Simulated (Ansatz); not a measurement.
# Which site? a vacancy of N in AlN(11-20)/C(110) interface (80 atoms)

Aim: make a vacancy of N at several sites of AlN(11-20)/C(110) interface (80 atoms), relax each, and compare their energies.

Main program and level: Ansatz 0.2.0; Kohn-Sham DFT, PBE, PAW (set soft_2), plane waves.

## 1. The structure

The cell holds 80 atoms: 16 Al, 16 N and 48 C. Its edges and angles: a = 10.741 Å, b = 5.013 Å, c = 22.270 Å, α = 90.0°, β = 90.0°, γ = 90.0°. It derives from AlN and C. Wurtzite AlN(11-20), 4 repeat layers, 2 surface cells, strained -0.37 and +0.63 %; diamond-structure C(110), 4 layers, 6 cells, +0.37 and -0.62 %; outer planes 1.82 Å apart, 12 Å of vacuum above; not relaxed, displaced by a Gaussian of 0.02 Å. Regions: AlN, 32 atoms (16 Al and 16 N); C, 48 atoms (48 C). Vacuum lies along c.

As a file:

```cif
data_structure
_symmetry_space_group_name_H-M 'P 1'
_symmetry_Int_Tables_number 1
_cell_length_a 10.7406
_cell_length_b 5.0132
_cell_length_c 22.2705
_cell_angle_alpha 90.000
_cell_angle_beta 90.000
_cell_angle_gamma 90.000
_cell_volume 1199.15
loop_
_atom_site_label
_atom_site_type_symbol
_atom_site_fract_x
_atom_site_fract_y
_atom_site_fract_z
_atom_site_occupancy
Al1 Al 0.50330 0.00084 0.26959 1
N2 N 0.33334 0.11321 0.27014 1
Al3 Al 0.33453 0.49947 0.26964 1
N4 N 0.50038 0.61675 0.27066 1
Al5 Al 0.25033 0.00210 0.33952 1
N6 N 0.08349 0.12424 0.33904 1
Al7 Al 0.08474 0.49733 0.33962 1
N8 N 0.24940 0.61923 0.33735 1
Al9 Al 0.49916 0.00478 0.40824 1
N10 N 0.33426 0.12123 0.40984 1
Al11 Al 0.33465 0.49466 0.40852 1
N12 N 0.49979 0.62438 0.41129 1
Al13 Al 0.25081 0.00467 0.47908 1
N14 N 0.08490 0.12004 0.47785 1
Al15 Al 0.08640 0.49482 0.47876 1
N16 N 0.24734 0.61594 0.47869 1
Al17 Al 0.99870 0.99921 0.26954 1
N18 N 0.83221 0.11811 0.27084 1
Al19 Al 0.83397 0.49783 0.26932 1
N20 N 0.00301 0.61602 0.26791 1
Al21 Al 0.75035 0.00447 0.33871 1
N22 N 0.58165 0.11893 0.33899 1
Al23 Al 0.58388 0.49397 0.33990 1
N24 N 0.75277 0.61928 0.34020 1
Al25 Al 0.00079 0.00308 0.40983 1
N26 N 0.83344 0.11713 0.40782 1
Al27 Al 0.83464 0.49791 0.40994 1
N28 N 0.99882 0.61316 0.41009 1
Al29 Al 0.75106 0.00073 0.47955 1
N30 N 0.58436 0.11796 0.47954 1
Al31 Al 0.58302 0.49860 0.47731 1
N32 N 0.74587 0.61264 0.47791 1
C33 C 0.43037 0.27232 0.55963 1
C34 C 0.18270 0.03391 0.55988 1
C35 C 0.26421 0.02953 0.61587 1
C36 C 0.34864 0.27217 0.61970 1
C37 C 0.43251 0.28534 0.67280 1
C38 C 0.18497 0.03104 0.67553 1
C39 C 0.26479 0.03126 0.73052 1
C40 C 0.35033 0.28203 0.73080 1
C41 C 0.43564 0.77754 0.56030 1
C42 C 0.17913 0.52832 0.56036 1
C43 C 0.26444 0.52278 0.61598 1
C44 C 0.34744 0.78238 0.61837 1
C45 C 0.43149 0.78164 0.67492 1
C46 C 0.18349 0.52734 0.67169 1
C47 C 0.26685 0.51564 0.73124 1
C48 C 0.34665 0.77907 0.73232 1
C49 C 0.10061 0.27601 0.56066 1
C50 C 0.84670 0.02888 0.56061 1
C51 C 0.93040 0.03370 0.61673 1
C52 C 0.01643 0.28374 0.61923 1
C53 C 0.09691 0.28241 0.67417 1
C54 C 0.84985 0.03217 0.67407 1
C55 C 0.93091 0.03252 0.73162 1
C56 C 0.01521 0.27767 0.73152 1
C57 C 0.09856 0.77775 0.56014 1
C58 C 0.84895 0.53010 0.56039 1
C59 C 0.93140 0.52939 0.61739 1
C60 C 0.01643 0.78054 0.61496 1
C61 C 0.09861 0.77519 0.67321 1
C62 C 0.84802 0.52686 0.67352 1
C63 C 0.93469 0.53033 0.73141 1
C64 C 0.01807 0.77461 0.73086 1
C65 C 0.76154 0.27778 0.56223 1
C66 C 0.51158 0.02534 0.56025 1
C67 C 0.59824 0.02590 0.61642 1
C68 C 0.67781 0.27564 0.61805 1
C69 C 0.76497 0.27836 0.67515 1
C70 C 0.51358 0.02822 0.67430 1
C71 C 0.59738 0.02903 0.73146 1
C72 C 0.68155 0.28096 0.73017 1
C73 C 0.76339 0.77942 0.56116 1
C74 C 0.51656 0.52665 0.56018 1
C75 C 0.59816 0.52598 0.61793 1
C76 C 0.68010 0.77534 0.61691 1
C77 C 0.76737 0.77582 0.67408 1
C78 C 0.51610 0.51939 0.67461 1
C79 C 0.59832 0.53041 0.73208 1
C80 C 0.68093 0.77304 0.72968 1
```

Limits known from the start: The cell is under 6 Å thick along one periodic direction, so every atom has periodic images of itself close by, which move with it and show among its neighbours and in g(r). The main run has no spin polarisation, so any moments at edges, vacancies or dangling bonds can't form in it.

## 2. Single point at the start

A single point comes first, to see the forces before anything moves.

Input file input.yaml:

```yaml
crystal:
  lattice:
    - [10.7406, 0.0, 0.0]
    - [0.0, 5.0132, 0.0]
    - [0.0, 0.0, 22.27049]
  atoms:
    - { symbol: Al, position: [0.5033, 0.00084, 0.26959] }
    - { symbol: "N", position: [0.33334, 0.11321, 0.27014] }
    - { symbol: Al, position: [0.33453, 0.49947, 0.26964] }
    - { symbol: "N", position: [0.50038, 0.61675, 0.27066] }
    - { symbol: Al, position: [0.25033, 0.0021, 0.33952] }
    - { symbol: "N", position: [0.08349, 0.12424, 0.33904] }
    - { symbol: Al, position: [0.08474, 0.49733, 0.33962] }
    - { symbol: "N", position: [0.2494, 0.61923, 0.33735] }
    - { symbol: Al, position: [0.49916, 0.00478, 0.40824] }
    - { symbol: "N", position: [0.33426, 0.12123, 0.40984] }
    - { symbol: Al, position: [0.33465, 0.49466, 0.40852] }
    - { symbol: "N", position: [0.49979, 0.62438, 0.41129] }
    - { symbol: Al, position: [0.25081, 0.00467, 0.47908] }
    - { symbol: "N", position: [0.0849, 0.12004, 0.47785] }
    - { symbol: Al, position: [0.0864, 0.49482, 0.47876] }
    - { symbol: "N", position: [0.24734, 0.61594, 0.47869] }
    - { symbol: Al, position: [0.9987, 0.99921, 0.26954] }
    - { symbol: "N", position: [0.83221, 0.11811, 0.27084] }
    - { symbol: Al, position: [0.83397, 0.49783, 0.26932] }
    - { symbol: "N", position: [0.00301, 0.61602, 0.26791] }
    - { symbol: Al, position: [0.75035, 0.00447, 0.33871] }
    - { symbol: "N", position: [0.58165, 0.11893, 0.33899] }
    - { symbol: Al, position: [0.58388, 0.49397, 0.3399] }
    - { symbol: "N", position: [0.75277, 0.61928, 0.3402] }
    - { symbol: Al, position: [0.00079, 0.00308, 0.40983] }
    - { symbol: "N", position: [0.83344, 0.11713, 0.40782] }
    - { symbol: Al, position: [0.83464, 0.49791, 0.40994] }
    - { symbol: "N", position: [0.99882, 0.61316, 0.41009] }
    - { symbol: Al, position: [0.75106, 0.00073, 0.47955] }
    - { symbol: "N", position: [0.58436, 0.11796, 0.47954] }
    - { symbol: Al, position: [0.58302, 0.4986, 0.47731] }
    - { symbol: "N", position: [0.74587, 0.61264, 0.47791] }
    - { symbol: C, position: [0.43037, 0.27232, 0.55963] }
    - { symbol: C, position: [0.1827, 0.03391, 0.55988] }
    - { symbol: C, position: [0.26421, 0.02953, 0.61587] }
    - { symbol: C, position: [0.34864, 0.27217, 0.6197] }
    - { symbol: C, position: [0.43251, 0.28534, 0.6728] }
    - { symbol: C, position: [0.18497, 0.03104, 0.67553] }
    - { symbol: C, position: [0.26479, 0.03126, 0.73052] }
    - { symbol: C, position: [0.35033, 0.28203, 0.7308] }
    - { symbol: C, position: [0.43564, 0.77754, 0.5603] }
    - { symbol: C, position: [0.17913, 0.52832, 0.56036] }
    - { symbol: C, position: [0.26444, 0.52278, 0.61598] }
    - { symbol: C, position: [0.34744, 0.78238, 0.61837] }
    - { symbol: C, position: [0.43149, 0.78164, 0.67492] }
    - { symbol: C, position: [0.18349, 0.52734, 0.67169] }
    - { symbol: C, position: [0.26685, 0.51564, 0.73124] }
    - { symbol: C, position: [0.34665, 0.77907, 0.73232] }
    - { symbol: C, position: [0.10061, 0.27601, 0.56066] }
    - { symbol: C, position: [0.8467, 0.02888, 0.56061] }
    - { symbol: C, position: [0.9304, 0.0337, 0.61673] }
    - { symbol: C, position: [0.01643, 0.28374, 0.61923] }
    - { symbol: C, position: [0.09691, 0.28241, 0.67417] }
    - { symbol: C, position: [0.84985, 0.03217, 0.67407] }
    - { symbol: C, position: [0.93091, 0.03252, 0.73162] }
    - { symbol: C, position: [0.01521, 0.27767, 0.73152] }
    - { symbol: C, position: [0.09856, 0.77775, 0.56014] }
    - { symbol: C, position: [0.84895, 0.5301, 0.56039] }
    - { symbol: C, position: [0.9314, 0.52939, 0.61739] }
    - { symbol: C, position: [0.01643, 0.78054, 0.61496] }
    - { symbol: C, position: [0.09861, 0.77519, 0.67321] }
    - { symbol: C, position: [0.84802, 0.52686, 0.67352] }
    - { symbol: C, position: [0.93469, 0.53033, 0.73141] }
    - { symbol: C, position: [0.01807, 0.77461, 0.73086] }
    - { symbol: C, position: [0.76154, 0.27778, 0.56223] }
    - { symbol: C, position: [0.51158, 0.02534, 0.56025] }
    - { symbol: C, position: [0.59824, 0.0259, 0.61642] }
    - { symbol: C, position: [0.67781, 0.27564, 0.61805] }
    - { symbol: C, position: [0.76497, 0.27836, 0.67515] }
    - { symbol: C, position: [0.51358, 0.02822, 0.6743] }
    - { symbol: C, position: [0.59738, 0.02903, 0.73146] }
    - { symbol: C, position: [0.68155, 0.28096, 0.73017] }
    - { symbol: C, position: [0.76339, 0.77942, 0.56116] }
    - { symbol: C, position: [0.51656, 0.52665, 0.56018] }
    - { symbol: C, position: [0.59816, 0.52598, 0.61793] }
    - { symbol: C, position: [0.6801, 0.77534, 0.61691] }
    - { symbol: C, position: [0.76737, 0.77582, 0.67408] }
    - { symbol: C, position: [0.5161, 0.51939, 0.67461] }
    - { symbol: C, position: [0.59832, 0.53041, 0.73208] }
    - { symbol: C, position: [0.68093, 0.77304, 0.72968] }
kpoints:
  mp_grid: { grid: [1, 3, 1] }
hamiltonian:
  xc: pbe
scf:
  occupations: { method: fermi_dirac, width: 0.05 }
output:
  forces: true
```

Launch:

```
ansatz run input.yaml --threads 8 --pin off --max-ram 15872MiB --backend cpu --events-out ev --progress --plain --runs-dir out
```

Numbers of over 12 decimals in the logs are rounded to 6 here.

What it wrote:

```text
[...]
Pseudopotentials: kind: paw
Pseudopotential: Al, paw, valence charge 3, recommended cutoff 420 eV (normal), Al.paw.azcp
Pseudopotential: N, paw, valence charge 5, recommended cutoff 420 eV (normal), N.paw.azcp
Pseudopotential: C, paw, valence charge 4, recommended cutoff 420 eV (normal), C.paw.azcp
[...]
Crystal: 80 atoms, lattice volume = 1199.150 Å³
Basis set: ecut = 420 eV, 23489 PW (Γ), exchange–correlation on 144×72×300 points (8 copies of the dense FFT grid, shifted against one another)
Bands: 240, of which v1, the nominal top of the filled ones, is band 160 counted from 1 (159 counted from 0)
Symmetry: 1 space group operations
Space group: P1 (ITA 1), of the structure as read, at distance tolerance 1.1e-4 Å
k-points: 2 of 3 (time reversal used)
[...]
Initial density: superposition of atomic densities (neutral atoms: chi_scale 0, normalization atom), corrected by the library's trained network
Initial wavefunctions: pseudopotential atomic-orbital guess
[...]
SCF iter   1: F=—  HF=-26768.983343 eV  |F-HF|=—  |Δ(HF+E_count)|=         —  Δρ=1.95e-2  dr2=3.80e1  ethr=1.77e-3  ⟨swp⟩=9.5  Hψ=2794  notcnv=0  defer=121
preconditioner: auto → LDOS  [metal: Δε(μ)=0.103 eV  Ē_g=13.370 eV  σ=0.050 eV  W_gap=0.39  n_scr=214 (ndim 8)  ℏωp=19.2 eV  f_vac=0.396  D(μ)=15.05/eV (n_scr^D=72)  β→1.0]
[...]
SCF iter  16: F=—  HF=-26767.455585 eV  |F-HF|=—  |Δ(HF+E_count)|=   3.39e-7  Δρ=3.97e-6  dr2=2.64e-7  ethr=1.54e-10  ⟨swp⟩=2.0  Hψ=602  notcnv=0  defer=128
SCF iter  17: F=-26767.455585 eV  HF=-26767.455585 eV  |F-HF|=1.74e-8  |Δ(HF+E_count)|=   5.83e-8  Δρ=2.19e-6  dr2=8.51e-8  ethr=3.13e-11  ⟨swp⟩=3.0  Hψ=1712  notcnv=0
SCF 1 converged in 17 iterations: F = -26767.455585 eV  dr2 = 8.51e-8
[...]
SCF converged after 17 iterations
Free energy (F): -26767.455585 eV
Harris-Foulkes:  -26767.455585 eV  (|F-HF|=1.74e-8)
Internal energy: -26767.306745 eV  (E = F + TS)
E sigma→0 (E₀):  -26767.381165 eV
Entropy (-TS):   -0.148840 eV (-1.861 meV/atom)
Fermi energy:    3.118641 eV
--- Per-component energies (eV) ---
[...]
Σ components = -26767.455585   (vs F -26767.455585, Δ=0.00e0)
--- Forces (eV/Å), atoms counted from 1 ---
  atom   1  Al    -2.26621116    -1.38855608     0.97098209
  atom   2  N      0.79548247     1.35102211    -0.71769852
  atom   3  Al     1.54106931    -1.39061637     0.96331641
  atom   4  N     -0.15028571     1.06798805    -0.58791760
[...]
atom  80  C     -4.08098957     0.85955971    -1.03323010
  max |Σ_I F_I| component: 1.62e-4 eV/Å
```

Run time: 8.4 s. Hardware: 8 threads of AMD EPYC 9R45, shared host; peak memory 2.6 GiB.

The r.m.s. force at the start is 1.6 eV/Å.

## 3. Relaxation

The atoms are relaxed in the fixed cell, aiming at the force tolerance of the input.

Input file input.yaml:

```yaml
crystal:
  lattice:
    - [10.7406, 0.0, 0.0]
    - [0.0, 5.0132, 0.0]
    - [0.0, 0.0, 22.27049]
  atoms:
    [... the 80 atom lines of step 2 ...]
kpoints:
  mp_grid: { grid: [1, 3, 1] }
hamiltonian:
  xc: pbe
scf:
  occupations: { method: fermi_dirac, width: 0.05 }
output:
  forces: true
relax:
  f_tol: 0.05
  max_steps: 120
```

What it wrote:

```text
[...]
Crystal: 80 atoms, lattice volume = 1199.150 Å³
Basis set: ecut = 420 eV, 23489 PW (Γ), exchange–correlation on 144×72×300 points (8 copies of the dense FFT grid, shifted against one another)
Bands: 240, of which v1, the nominal top of the filled ones, is band 160 counted from 1 (159 counted from 0)
Symmetry: 1 space group operations
[...]
k-points: 2 of 3 (time reversal used)
[...]
SCF iter   1: F=—  HF=-26768.983343 eV  |F-HF|=—  |Δ(HF+E_count)|=         —  Δρ=1.95e-2  dr2=3.80e1  ethr=1.77e-3  ⟨swp⟩=9.5  Hψ=2794  notcnv=0  defer=121
[...]
SCF iter  10: F=—  HF=-26767.455562 eV  |F-HF|=—  |Δ(HF+E_count)|=   2.73e-5  Δρ=8.89e-5  dr2=1.25e-4  ethr=1.09e-7  ⟨swp⟩=2.5  Hψ=607  notcnv=0  defer=128
SCF iter  11: F=-26767.455558 eV  HF=-26767.455563 eV  |F-HF|=4.61e-6  |Δ(HF+E_count)|=   3.12e-7  Δρ=5.11e-5  dr2=4.01e-5  ethr=1.95e-8  ⟨swp⟩=3.0  Hψ=1690  notcnv=0
SCF 1 converged in 11 iterations: F = -26767.455558 eV  dr2 = 4.01e-5
[...]
relax step   1: F+E_penalty+E_count = -26767.45555792 eV  Δ(F+E_penalty+E_count) = +0.000e0 eV  max|allowed force component| = 4.801e0 eV/Å  Δτ_max = 0.0000 Å  (11 SCF iters, dr2 threshold 6.25e-5 eV, accepted)
[...]
relax step   2: F+E_penalty+E_count = -26776.37153428 eV  Δ(F+E_penalty+E_count) = -8.916e0 eV  max|allowed force component| = 2.363e0 eV/Å  Δτ_max = 0.1969 Å  (8 SCF iters, dr2 threshold 1.00e-4 eV, accepted)
[...]
relax step   3: F+E_penalty+E_count = -26780.26418608 eV  Δ(F+E_penalty+E_count) = -3.893e0 eV  max|allowed force component| = 1.242e0 eV/Å  Δτ_max = 0.2000 Å  (8 SCF iters, dr2 threshold 1.00e-4 eV, accepted)
relax step   4: F+E_penalty+E_count = -26781.45933880 eV  Δ(F+E_penalty+E_count) = -1.195e0 eV  max|allowed force component| = 1.605e0 eV/Å  Δτ_max = 0.1996 Å  (7 SCF iters, dr2 threshold 1.00e-4 eV, accepted)
relax step   5: F+E_penalty+E_count = -26781.93198210 eV  Δ(F+E_penalty+E_count) = -4.726e-1 eV  max|allowed force component| = 7.203e-1 eV/Å  Δτ_max = 0.2000 Å  (8 SCF iters, dr2 threshold 1.00e-4 eV, accepted)
relax step   6: F+E_penalty+E_count = -26782.09440285 eV  Δ(F+E_penalty+E_count) = -1.624e-1 eV  max|allowed force component| = 8.739e-1 eV/Å  Δτ_max = 0.0785 Å  (8 SCF iters, dr2 threshold 1.00e-4 eV, accepted)
relax step   7: F+E_penalty+E_count = -26782.24994772 eV  Δ(F+E_penalty+E_count) = -1.555e-1 eV  max|allowed force component| = 6.195e-1 eV/Å  Δτ_max = 0.2000 Å  (8 SCF iters, dr2 threshold 1.00e-4 eV, accepted)
relax step   8: F+E_penalty+E_count = -26782.35321809 eV  Δ(F+E_penalty+E_count) = -1.033e-1 eV  max|allowed force component| = 3.494e-1 eV/Å  Δτ_max = 0.0338 Å  (6 SCF iters, dr2 threshold 1.00e-4 eV, accepted)
relax step   9: F+E_penalty+E_count = -26782.46298261 eV  Δ(F+E_penalty+E_count) = -1.098e-1 eV  max|allowed force component| = 5.724e-1 eV/Å  Δτ_max = 0.2000 Å  (8 SCF iters, dr2 threshold 3.88e-5 eV, accepted)
relax step  10: F+E_penalty+E_count = -26782.57117819 eV  Δ(F+E_penalty+E_count) = -1.082e-1 eV  max|allowed force component| = 6.560e-1 eV/Å  Δτ_max = 0.0679 Å  (6 SCF iters, dr2 threshold 1.00e-4 eV, accepted)
relax step  11: F+E_penalty+E_count = -26782.78995634 eV  Δ(F+E_penalty+E_count) = -2.188e-1 eV  max|allowed force component| = 5.379e-1 eV/Å  Δτ_max = 0.1954 Å  (6 SCF iters, dr2 threshold 1.00e-4 eV, accepted)
relax step  12: F+E_penalty+E_count = -26782.86810282 eV  Δ(F+E_penalty+E_count) = -7.815e-2 eV  max|allowed force component| = 7.105e-1 eV/Å  Δτ_max = 0.1951 Å  (6 SCF iters, dr2 threshold 1.00e-4 eV, accepted)
relax step  13: F+E_penalty+E_count = -26782.59738864 eV  Δ(F+E_penalty+E_count) = +2.707e-1 eV  max|allowed force component| = 1.129e0 eV/Å  Δτ_max = 0.2000 Å  (8 SCF iters, dr2 threshold 1.00e-4 eV, rejected (line search))
relax step  14: F+E_penalty+E_count = -26782.93908342 eV  Δ(F+E_penalty+E_count) = -7.098e-2 eV  max|allowed force component| = 2.904e-1 eV/Å  Δτ_max = 0.0975 Å  (11 SCF iters, accepted)
relax step  15: F+E_penalty+E_count = -26782.97687307 eV  Δ(F+E_penalty+E_count) = -3.779e-2 eV  max|allowed force component| = 3.161e-1 eV/Å  Δτ_max = 0.1000 Å  (7 SCF iters, dr2 threshold 1.41e-5 eV, accepted)
relax step  16: F+E_penalty+E_count = -26783.00565523 eV  Δ(F+E_penalty+E_count) = -2.878e-2 eV  max|allowed force component| = 3.561e-1 eV/Å  Δτ_max = 0.0626 Å  (7 SCF iters, dr2 threshold 1.67e-5 eV, accepted)
relax step  17: F+E_penalty+E_count = -26783.03353865 eV  Δ(F+E_penalty+E_count) = -2.788e-2 eV  max|allowed force component| = 6.524e-1 eV/Å  Δτ_max = 0.1345 Å  (7 SCF iters, dr2 threshold 1.00e-4 eV, accepted)
relax step  18: F+E_penalty+E_count = -26783.04911917 eV  Δ(F+E_penalty+E_count) = -1.558e-2 eV  max|allowed force component| = 7.867e-1 eV/Å  Δτ_max = 0.0602 Å  (6 SCF iters, dr2 threshold 1.00e-4 eV, accepted)
relax step  19: F+E_penalty+E_count = -26783.09271918 eV  Δ(F+E_penalty+E_count) = -4.360e-2 eV  max|allowed force component| = 3.309e-1 eV/Å  Δτ_max = 0.0394 Å  (6 SCF iters, dr2 threshold 1.00e-4 eV, accepted)
relax step  20: F+E_penalty+E_count = -26783.08106155 eV  Δ(F+E_penalty+E_count) = +1.166e-2 eV  max|allowed force component| = 3.331e-1 eV/Å  Δτ_max = 0.0568 Å  (7 SCF iters, dr2 threshold 1.94e-5 eV, rejected (line search))
relax step  21: F+E_penalty+E_count = -26783.10520670 eV  Δ(F+E_penalty+E_count) = -1.249e-2 eV  max|allowed force component| = 1.232e-1 eV/Å  Δτ_max = 0.0263 Å  (10 SCF iters, accepted)
relax step  22: F+E_penalty+E_count = -26783.10407472 eV  Δ(F+E_penalty+E_count) = +1.132e-3 eV  max|allowed force component| = 1.542e-1 eV/Å  Δτ_max = 0.0378 Å  (9 SCF iters, rejected (line search))
relax step  23: F+E_penalty+E_count = -26783.10832142 eV  Δ(F+E_penalty+E_count) = -3.115e-3 eV  max|allowed force component| = 6.925e-2 eV/Å  Δτ_max = 0.0145 Å  (9 SCF iters, accepted)
relax step  24: F+E_penalty+E_count = -26783.10638683 eV  Δ(F+E_penalty+E_count) = +1.935e-3 eV  max|allowed force component| = 1.134e-1 eV/Å  Δτ_max = 0.0195 Å  (9 SCF iters, rejected (line search))
[...]
relax step  25: F+E_penalty+E_count = -26783.10912956 eV  Δ(F+E_penalty+E_count) = -8.081e-4 eV  max|allowed force component| = 1.836e-2 eV/Å  Δτ_max = 0.0052 Å  (8 SCF iters, accepted)
SCF converged after 8 iterations
Free energy (F): -26783.109130 eV
[...]
Internal energy: -26783.052874 eV  (E = F + TS)
E sigma→0 (E₀):  -26783.081002 eV
Entropy (-TS):   -0.056255 eV (-0.703 meV/atom)
Fermi energy:    3.487070 eV
[...]
Σ components = -26783.109130   (vs F -26783.109130, Δ=0.00e0)
--- Forces (eV/Å), atoms counted from 1 ---
  atom   1  Al    -0.00093191    -0.00194026    -0.00023489
  atom   2  N     -0.00037971    -0.00156765     0.00027766
  atom   3  Al     0.00224169     0.00175228     0.00024500
  atom   4  N     -0.00136528     0.00006850    -0.00286577
[...]
atom  80  C     -0.00927448     0.00662392     0.01779349
  max |Σ_I F_I| component: 9.78e-5 eV/Å
--- Relaxed structure (25 steps of the walk, 21 accepted, 0 SCFs on fresh bases) ---
  F+E_penalty+E_count = -26783.10912956 eV   max|allowed force component| = 1.836e-2 eV/Å
  atoms:
    - { symbol: Al, position: [0.468489, -0.010669, 0.283964] }
    - { symbol: N, position: [0.315307, 0.134182, 0.280023] }
    - { symbol: Al, position: [0.332594, 0.488936, 0.287345] }
    - { symbol: N, position: [0.484462, 0.635427, 0.274769] }
[...]
- { symbol: C, position: [0.679950, 0.762903, 0.718102] }
```

Run time: 75 s. Hardware: 8 threads; peak memory 2.6 GiB.

The relaxation converged after 25 steps, 15.7 eV below its start, with a largest force component of 0.018 eV/Å.

[end of part 1 of 3]

[Logs are printed without paths, hosts, clocks, repeated set-up lines and the standing remarks that a program may print on its own settings, such as how far it seeks lower states.]

[Hosts, paths, dates, database ids (printed as entryN), source tags and the programs' standing remarks are cut or masked in the printed files.]
